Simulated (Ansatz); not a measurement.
Two G0W0 runs on CsPbCl3 (Pm-3m).

The structure is cubic, space group Pm-3m (No. 221). Conventional cell: a = 5.605 Å, b = 5.605 Å, c = 5.605 Å, α = 90.00°, β = 90.00°, γ = 90.00°. Cs has 12 Cl at 3.96 Å nearest. Pb has 6 Cl at 2.80 Å nearest. Nearest to Cl lie 2 Pb at 2.80 Å and 4 Cs at 3.96 Å. Farther neighbours and most contacts between anions are not listed.

```xyz
5
Lattice="5.6050 0.0000 0.0000 0.0000 5.6050 0.0000 0.0000 0.0000 5.6050" Properties=species:S:1:pos:R:3 pbc="T T T"
Cs    0.0000    0.0000    0.0000
Pb    2.8025    2.8025    2.8025
Cl    2.8025    2.8025    0.0000
Cl    0.0000    2.8025    2.8025
Cl    2.8025    0.0000    2.8025
```

The cell and positions come from the Crystallography Open Database and are kept as given unless a step says otherwise. Spin-orbit coupling is left out unless a run names it.

The first (Ansatz 0.2.0; start PBE, 2×2×2 mesh, 399 empty bands, screening to 100 eV, norm-conserving files; 1 × NVIDIA H100 80GB HBM3 (shared by 6 runs) with 2 threads of AMD EPYC 7R13 (Zen 3), shared host) gave, on its mesh: starting gap 1.88 eV, G0W0 gap 2.94 eV, RPA ε∞ (mean) 7.66, 9.6 s.

The second changes files from norm-conserving to PAW set soft_1 and frequency model from contour deformation to plasmon pole. What does it give?

It gave: starting gap 1.88 eV, G0W0 gap 2.96 eV, RPA ε∞ (mean) 7.61, 9.1 s. The G0W0 gap moves by +0.02 eV, +0.01 eV from the start and +0.01 eV from the correction. Σc changes by +0.03 eV at the valence top and +0.04 eV at the conduction bottom, and Σx − Vxc between them by +0.01 eV.

Limits: not at the basis limit; no spin-orbit coupling; coarse k mesh.

[Paths, hosts, dates, memory and timing lines, banners, echoed tables and standing remarks are left out of the program output.]

[Logs are printed without paths, hosts, clocks, repeated set-up lines and the standing remarks that a program may print on its own settings, such as how far it seeks lower states.]

[Runs of the session that timed out or met a known fault of the program may be left out.]

[Cells called generated may have been cut or substituted from an entry of the Crystallography Open Database or the Materials Project.]

[Hosts, paths, dates, database ids (printed as entryN), source tags and the programs' standing remarks are cut or masked in the printed files.]
